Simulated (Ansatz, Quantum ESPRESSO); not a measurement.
# Predicting the next point of a tunnelling series: vacuum gaps between two Na(110) faces

Method. Quantum ESPRESSO 7.5 (pw.x, pwcond.x), PBE, GBRV ultrasoft; geometry as built. T is the transmission per spin at the Fermi level, averaged over the mesh across the current, in a cell of 12.47 Å². The series steps the width of the vacuum gap.

```tsv
width (Å)	T
5	0.334
6	0.135
7	0.0381
8	0.00841
```

To predict: What is T at 9 Å?

**Worked estimate.** In the tunnelling regime ln T falls linearly. The last two rows give a slope of ln(0.0381/0.00841)/(8 − 7) = 1.511 per Å, so T(9) ≈ 0.00841 × exp(−1.511 × 1) = 0.00186.

**The withheld run.** T = 0.00188; the estimate is 0.99 times that. The slope over the last interval is 1.495: the same within 8 %. Points of the mesh with over 2.5 times the mean carry 65 % of this T, so the value leans on the mesh. A second code, Ansatz 0.2.0, gives 0.00177.

**Limits.** Short leads, unrelaxed atoms, a barrier without the image potential and an untested mesh.

[Logs are printed without paths, hosts, clocks, repeated set-up lines and the standing remarks that a program may print on its own settings, such as how far it seeks lower states.]
